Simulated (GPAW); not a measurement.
# Ballistic transport through thiophene-2,5-dithiol between two Ag chains, cheap and dear, part 2 of 2

Wanted: the zero-bias transmission of thiophene-2,5-dithiol between two Ag chains on a ladder of levels, with run times.

GPAW 26.7.0; GPAW LCAO, PAW setups; Landauer transmission from Green's functions with principal layers (ASE), zero bias.

So far, transmission at the Fermi level (one spin): step 2 (GPAW, dzp, PBE, GPAW) 8.0e-4; step 3 (basis szp(dzp), PBE, GPAW) 7.5e-4; step 4 (basis sz(dzp), PBE, GPAW) 0.00105; step 5 (LDA) 0.00102. Also open channels of the lead at the Fermi level (one spin): step 3 1.

## (7) Comparison

The curves are compared point by point over the common energies.

This step: comparison of transmission and cost over codes and levels (GPAW 26.7.0).

Ladder, by row:

```csv
step,code,T at the Fermi level (sum over the listed spins),conductance (G0),r.m.s. T(E) from the first,wall time (s),peak memory (GiB),threads
dzp,GPAW,8.01e-4,7.98e-4,0,135.1,1.98,1
szp,GPAW,7.52e-4,7.46e-4,0.1071,96.75,1.91,1
sz,GPAW,0.00105,0.001038,0.08261,83.87,1.85,1
dzp-LDA,GPAW,0.001016,0.001012,0.0106,125.4,1.98,1
```

The transmission, zone mean, sum over the listed spins by energy, zero at the Fermi level:

```csv
energy (eV),dzp,szp,sz,dzp-LDA
-2.000,0.0684,0.0222,0.0320,0.0593
-1.950,0.106,0.0235,0.0357,0.161
-1.800,0.0119,0.0179,0.0375,0.0376
-1.600,3.4e-6,2.4e-5,0.0242,9.7e-5
-1.400,-2.2e-14,1.9e-13,7.4e-6,-1.4e-13
-1.200,1.5e-12,5.7e-13,3.4e-14,1.5e-12
-1.050,0.0256,0.00633,1.6e-6,2.1e-6
-1.000,0.0185,0.0793,0.0152,0.0689
-0.950,0.00508,0.959,0.0335,0.0162
-0.800,1.5e-5,0.00489,0.679,3.1e-4
-0.600,4.4e-4,9.6e-6,2.0e-4,3.7e-4
-0.400,8.2e-4,4.6e-4,5.1e-4,9.3e-4
-0.200,9.7e-4,8.1e-4,0.00108,0.00120
0.000,8.0e-4,7.5e-4,0.00105,0.00102
0.200,5.4e-4,5.2e-4,7.4e-4,6.8e-4
0.400,3.7e-4,3.4e-4,5.0e-4,4.5e-4
0.600,2.7e-4,2.4e-4,3.6e-4,3.2e-4
0.800,2.1e-4,1.8e-4,2.8e-4,2.6e-4
1.000,1.9e-4,1.4e-4,2.3e-4,2.3e-4
1.200,1.8e-4,1.2e-4,2.0e-4,2.1e-4
1.400,1.8e-4,1.1e-4,1.8e-4,2.1e-4
1.600,1.9e-4,1.1e-4,1.7e-4,2.3e-4
1.800,2.2e-4,1.2e-4,1.8e-4,2.5e-4
2.000,2.7e-4,1.5e-4,1.9e-4,3.0e-4
```

## (8) Density threshold 0.01

The Hamiltonian is taken from the last density. The density threshold is one of the tests that end the cycle; the energy must settle too, so a loose value may not be the test that decides.

This step: GPAW LCAO, PAW setups; Landauer transmission from Green's functions with principal layers (ASE), zero bias (GPAW 26.7.0).

The input, run.py:

```python
import json
import numpy as np
from ase import Atoms
from ase.transport.calculators import TransportCalculator
from gpaw import GPAW, FermiDirac
from gpaw.lcao.tools import get_lcao_hamiltonian
from scipy.linalg import eigh

# The junction with lead layers at both ends, along the third cell vector
device = Atoms(
    ['Ag', 'Ag', 'Ag', 'Ag', 'Ag', 'Ag', 'S', 'H', 'C', 'C', 'S', 'C', 'C', 'H', 'S', 'Ag', 'Ag', 'Ag', 'Ag', 'Ag', 'Ag'],
    positions=[
        [7.66443, 4.50000, 1.33000],
        [7.66443, 4.50000, 3.99000],
        [7.66443, 4.50000, 6.65000],
        [7.66443, 4.50000, 9.31000],
        [7.66443, 4.50000, 11.97000],
        [7.66443, 4.50000, 14.63000],
        [9.48522, 4.50000, 16.25430],
        [12.07887, 4.50000, 17.85940],
        [9.90673, 4.50000, 17.95425],
        [11.18367, 4.50000, 18.46981],
        [8.72244, 4.50000, 19.18366],
        [11.18367, 4.50000, 19.89750],
        [9.90673, 4.50000, 20.41306],
        [12.07887, 4.50000, 20.50791],
        [9.48522, 4.50000, 22.11301],
        [7.66443, 4.50000, 23.73731],
        [7.66443, 4.50000, 26.39731],
        [7.66443, 4.50000, 29.05731],
        [7.66443, 4.50000, 31.71731],
        [7.66443, 4.50000, 34.37731],
        [7.66443, 4.50000, 37.03731]],
    cell=[[15.32887, 0.0, 0.0], [0.0, 9.0, 0.0], [0.0, 0.0, 38.36731]],
    pbc=True)

# One principal layer of the lead: the first 4 atoms of the device
lead = Atoms(
    ['Ag', 'Ag', 'Ag', 'Ag'],
    positions=[
        [7.66443, 4.50000, 1.33000],
        [7.66443, 4.50000, 3.99000],
        [7.66443, 4.50000, 6.65000],
        [7.66443, 4.50000, 9.31000]],
    cell=[[15.32887, 0.0, 0.0], [0.0, 9.0, 0.0], [0.0, 0.0, 10.64]],
    pbc=True)

settings = dict(mode='lcao', basis='dzp', xc='PBE', h=0.2,
                occupations=FermiDirac(0.1), maxiter=250,
                mixer=dict(beta=0.1, nmaxold=8, weight=100.0),
                convergence=dict(density=0.01))
energies = np.arange(-2, 2 + 1e-9, 0.05)
eta = 0.0001
n1, n2 = 1, 1
# k and -k transmit alike, so half of the mesh across the current serves
mesh = [(i, j) for i in range(n1) for j in range(n2) if (i, j) <= (-i % n1, -j % n2)]
weights = np.array([1 if (i, j) == (-i % n1, -j % n2) else 2 for i, j in mesh]) / (n1 * n2)

# [... helper functions left out ...]
fermi_lead = ground_state(lead, (1, 1, 11), 'lead.txt')
fermi_device = ground_state(device, (1, 1, 2), 'device.txt')
# [... loop over the mesh left out, but for ...]
        # Shift the lead onto the potential of the device's first layer
        shift = ((H[:, 0, 0] - H0[:, 0, 0]) / S0[0, 0]).real.mean()
# [...]
kT = 8.617333e-5 * 300
bias = [0.1, 0.2, 0.5, 1.0, 1.5, 2.0]
# [... integrals and printing left out ...]
```

The run is started by

```sh
OMP_NUM_THREADS=1 OPENBLAS_NUM_THREADS=1 python run.py
```

Output:

```text
basis functions: device 425, principal layer 108
Fermi level: lead -4.1897 eV, device -4.0457 eV; lead shifted by 0.0986 eV
largest coupling past the next layer 3.56e-05 eV, largest misfit of the first layer 0.515 eV
  E-E_F (eV)   T (one spin)  channels
    -2.000    1.2758e-01    3.0000
    -1.950    2.6949e-02    3.0000
    -1.900    4.1428e-03    3.0000
    -1.850    1.1564e-03    3.0000
    -1.800    3.7735e-04    3.0000
    -1.750    1.7698e-04    3.0000
    -1.700    2.1433e-04    3.0000
    -1.650    1.3593e-06    1.0000
    -1.600    4.3655e-07    1.0000
    -1.550    1.7256e-07    1.0000
    -1.500   -6.2852e-12    0.0000
    -1.450    2.0790e-13    0.0000
    -1.400    4.5381e-13    0.0000
    -1.350    2.4170e-11    0.0000
    -1.300    8.3627e-12    0.0000
    -1.250    6.5052e-12    0.0000
[...]
1.650    2.1242e-04    1.0000
     1.700    2.1901e-04    1.0000
     1.750    2.2697e-04    1.0000
     1.800    2.3647e-04    1.0000
     1.850    2.4771e-04    1.0000
     1.900    2.6087e-04    1.0000
     1.950    2.7628e-04    1.0000
     2.000    2.9422e-04    1.0000
conductance at 300 K: 0.00088281 G0 a cell; thermopower 12.81 uV/K
current from the zero-bias T(E) at 0.1 V: 0.0068202 uA
current from the zero-bias T(E) at 0.2 V: 0.01352 uA
current from the zero-bias T(E) at 0.5 V: 0.031693 uA
current from the zero-bias T(E) at 1.0 V: 0.052676 uA
current from the zero-bias T(E) at 1.5 V: 0.064652 uA
current from the zero-bias T(E) at 2.0 V: 0.073535 uA
```

Wall time 84 s (1 thread of Arm Neoverse V2, shared host); peak memory 2 GiB.

The run finished with changed settings (conv = 0.01); it serves as a test.

Side by side:

```csv
quantity,this run,sound run,difference
conductance (G₀),8.828e-4,7.982e-4,8.5e-5
thermopower (μV/K),12.811,11.319,1.49
largest coupling past the next principal layer (eV),3.555e-5,3.555e-5,2.8e-10
largest misfit of the first principal layer (eV),0.51549,0.18698,0.329
shift that aligns the lead (eV),0.098558,0.0092209,0.0893
transmission at the Fermi level (one spin),8.913e-4,8.006e-4,9.1e-5
```

The two runs differ clearly in the largest misfit of the first principal layer: 0.515 eV against 0.187 eV.

## (9) Broadening 1e-06, temperature 30, potential alignment off: eta = 1e-06, temperature = 30 and align = false

The broadening keeps the Green's functions finite; too large a value absorbs electrons where channels are open and leaks them where none are. Temperature enters only through the Fermi window. Without the shift, lead and junction are matched by their Fermi levels alone.

run.py: that of step 8 with these lines changed.

```diff
@@ -50,5 +50,5 @@
                 mixer=dict(beta=0.1, nmaxold=8, weight=100.0),
-                convergence=dict(density=0.01))
+                convergence=dict(density=0.0001))
 energies = np.arange(-2, 2 + 1e-9, 0.05)
-eta = 0.0001
+eta = 1e-06
 n1, n2 = 1, 1
@@ -62,6 +62,6 @@
 # [... loop over the mesh left out, but for ...]
-        # Shift the lead onto the potential of the device's first layer
-        shift = ((H[:, 0, 0] - H0[:, 0, 0]) / S0[0, 0]).real.mean()
+        # Lead and device are aligned by their Fermi levels alone
+        shift = 0.0
 # [...]
-kT = 8.617333e-5 * 300
+kT = 8.617333e-5 * 30
 bias = [0.1, 0.2, 0.5, 1.0, 1.5, 2.0]
```

Output:

```text
basis functions: device 425, principal layer 108
Fermi level: lead -4.1866 eV, device -4.0805 eV; lead shifted by 0.0000 eV
largest coupling past the next layer 3.56e-05 eV, largest misfit of the first layer 0.167 eV
  E-E_F (eV)   T (one spin)  channels
    -2.000    7.0651e-02    3.0000
    -1.950    1.0647e-01    3.0000
    -1.900    2.7452e-02    3.0000
    -1.850    2.4104e-02    3.0000
    -1.800    1.6776e-02    3.0000
    -1.750    1.1272e-04    1.0000
    -1.700    7.6112e-05    1.0000
    -1.650    3.9890e-05    1.0000
    -1.600    1.9520e-13    0.0000
    -1.550    3.1926e-17    0.0000
    -1.500    3.5434e-17    0.0000
    -1.450    2.5273e-17    0.0000
    -1.400   -2.5256e-18    0.0000
    -1.350    7.9535e-16    0.0000
    -1.300    1.7175e-16    0.0000
    -1.250    1.3412e-16    0.0000
[...]
1.650    2.0042e-04    1.0000
     1.700    2.0685e-04    1.0000
     1.750    2.1440e-04    1.0000
     1.800    2.2309e-04    1.0000
     1.850    2.3323e-04    1.0000
     1.900    2.4493e-04    1.0000
     1.950    2.5842e-04    1.0000
     2.000    2.7398e-04    1.0000
conductance at 30 K: 0.0008066 G0 a cell; thermopower 1.175 uV/K
current from the zero-bias T(E) at 0.1 V: 0.0062382 uA
current from the zero-bias T(E) at 0.2 V: 0.012431 uA
current from the zero-bias T(E) at 0.5 V: 0.030206 uA
current from the zero-bias T(E) at 1.0 V: 0.053925 uA
current from the zero-bias T(E) at 1.5 V: 0.065843 uA
current from the zero-bias T(E) at 2.0 V: 0.12576 uA
```

Elapsed: 1.9 min, on 1 thread; peak memory 2 GiB.

Numbers from this step:

| Item | Value |
| --- | --- |
| conductance | 8.07e-4 G₀ |
| largest coupling past the next principal layer | 3.56e-5 eV |
| largest misfit of the first principal layer | 0.1672 eV |
| shift that aligns the lead | 0 eV |
| transmission at the Fermi level (one spin) | 8.07e-4 |

One spin. The transmission, zone mean by energy, zero at the Fermi level:

```csv
energy (eV),"transmission, zone mean"
-2.00,0.0707
-1.95,0.106
-1.85,0.0241
-1.70,7.6e-5
-1.60,0
-1.45,0
-1.30,0
-1.15,0
-1.05,0.0588
-0.90,0.00152
-0.75,3.2e-5
-0.60,4.4e-4
-0.50,6.6e-4
-0.35,8.8e-4
-0.20,9.7e-4
-0.05,8.7e-4
0.00,8.1e-4
0.05,7.4e-4
0.20,5.5e-4
0.35,4.0e-4
0.50,3.1e-4
0.60,2.6e-4
0.75,2.2e-4
0.90,2.0e-4
1.05,1.8e-4
1.15,1.8e-4
1.30,1.8e-4
1.45,1.8e-4
1.60,1.9e-4
1.70,2.1e-4
1.85,2.3e-4
2.00,2.7e-4
```

Crossings of the lead's bands, unfolded to its shortest repeat. Open channels, zone mean against energy, zero at the Fermi level:

energy (eV), open channels, zone mean and a bar:
```
    -2.00       3.00 ##############################
    -1.85       3.00 ##############################
    -1.70       1.00 ##########
    -1.60       0.00 
    -1.45       0.00 
    -1.30       0.00 
    -1.15       0.00 
    -1.05       1.00 ##########
    -0.90       1.00 ##########
    -0.75       1.00 ##########
    -0.60       1.00 ##########
    -0.50       1.00 ##########
    -0.35       1.00 ##########
    -0.20       1.00 ##########
    -0.05       1.00 ##########
     0.00       1.00 ##########
     0.05       1.00 ##########
     0.20       1.00 ##########
     0.35       1.00 ##########
     0.50       1.00 ##########
     0.60       1.00 ##########
     0.75       1.00 ##########
     0.90       1.00 ##########
     1.05       1.00 ##########
     1.15       1.00 ##########
     1.30       1.00 ##########
     1.45       1.00 ##########
     1.60       1.00 ##########
     1.70       1.00 ##########
     1.85       1.00 ##########
     2.00       1.00 ##########
```

Not self-consistent under bias; the bias window is split evenly. Current through one cell, from the zero-bias transmission against bias:

```csv
bias (V),"current through one cell, from the zero-bias transmission (nA)"
0.100,6.24
0.200,12.4
0.500,30.2
1.000,53.9
1.500,65.8
2.000,126
```

Transmission of the three most open eigenchannels against energy, zero at the Fermi level:

| energy (eV) | channel 1 | channel 2 | channel 3 |
| --- | --- | --- | --- |
| -2.00 | 0.0393 | 0.0312 | 1.6e-4 |
| -1.90 | 0.0238 | 0.00345 | 1.5e-4 |
| -1.80 | 0.0122 | 0.00446 | 1.3e-4 |
| -1.70 | 7.6e-5 | 0 | 0 |
| -1.55 | 0 | 0 | 0 |
| -1.45 | 0 | 0 | 0 |
| -1.35 | 0 | 0 | 0 |
| -1.25 | 0 | 0 | 0 |
| -1.15 | 0 | 0 | 0 |
| -1.05 | 0.0588 | 0 | 0 |
| -0.90 | 0.00152 | 0 | 0 |
| -0.80 | 1.6e-5 | 0 | 0 |
| -0.70 | 1.6e-4 | 0 | 0 |
| -0.60 | 4.4e-4 | 0 | 0 |
| -0.50 | 6.6e-4 | 0 | 0 |
| -0.40 | 8.2e-4 | 0 | 0 |
| -0.25 | 9.6e-4 | 0 | 0 |
| -0.15 | 9.5e-4 | 0 | 0 |
| -0.05 | 8.7e-4 | 0 | 0 |
| 0.00 | 8.1e-4 | 0 | 0 |
| 0.05 | 7.4e-4 | 0 | 0 |
| 0.15 | 6.1e-4 | 0 | 0 |
| 0.25 | 4.9e-4 | 0 | 0 |
| 0.40 | 3.6e-4 | 0 | 0 |
| 0.50 | 3.1e-4 | 0 | 0 |
| 0.60 | 2.6e-4 | 0 | 0 |
| 0.70 | 2.3e-4 | 0 | 0 |
| 0.80 | 2.1e-4 | 0 | 0 |
| 0.90 | 2.0e-4 | 0 | 0 |
| 1.05 | 1.8e-4 | 0 | 0 |
| 1.15 | 1.8e-4 | 0 | 0 |
| 1.25 | 1.8e-4 | 0 | 0 |
| 1.35 | 1.8e-4 | 0 | 0 |
| 1.45 | 1.8e-4 | 0 | 0 |
| 1.55 | 1.9e-4 | 0 | 0 |
| 1.70 | 2.1e-4 | 0 | 0 |
| 1.80 | 2.2e-4 | 0 | 0 |
| 1.90 | 2.4e-4 | 0 | 0 |
| 2.00 | 2.7e-4 | 0 | 0 |

With these changes, and at 30 K in place of 300 K, the conductance is 8.1e-4 G₀ against 8.0e-4 in the dzp run; T at the Fermi level, which temperature doesn't enter, is 8.1e-4 against 8.0e-4.

## (10) What came out

* conductance: 8.0e-4 G₀
* transmission at the Fermi level, mean of the spins: 8.0e-4
* thermopower: 11.3 μV/K

In the dzp basis the junction conducts 8.0e-4 G₀ at 300 K, with T = 8.0e-4 a spin at the Fermi level; the szp basis reaches that conductance within 10 %. The junction is in the tunnelling regime at the Fermi level. The positive thermopower says that the thermally weighted transmission is larger below the Fermi level, as for hole-like transport. Measured against the first run (dzp), the nearest curve is that of dzp-LDA (r.m.s. 0.011) and the farthest that of szp (0.11). Over the compared runs wall time goes from 84 s (sz) to 135 s (dzp), on a shared host. The geometry was built from estimated bond lengths and not relaxed, so the numbers describe this model structure. Chains and heavy atoms lie in or near one plane, so the lead's one s-like channel couples little or not at all to the π orbitals, which are odd under that mirror; the current goes mainly through σ states, and a contact out of the plane would conduct differently. An evenly spaced straight chain is an idealisation: free chains tend to dimerise, zigzag or, where a band edge lies near the Fermi level, turn magnetic. The currents use the zero-bias T(E) throughout, which holds only while the bias is small against the distance to the nearest feature. The energy step is wider than the thermal energy, so the conductance and thermopower rest on interpolation of T(E).

[Logs are printed without paths, hosts, clocks, repeated set-up lines and the standing remarks that a program may print on its own settings, such as how far it seeks lower states.]

[Hosts, paths, dates, database ids (printed as entryN), source tags and the programs' standing remarks are cut or masked in the printed files.]
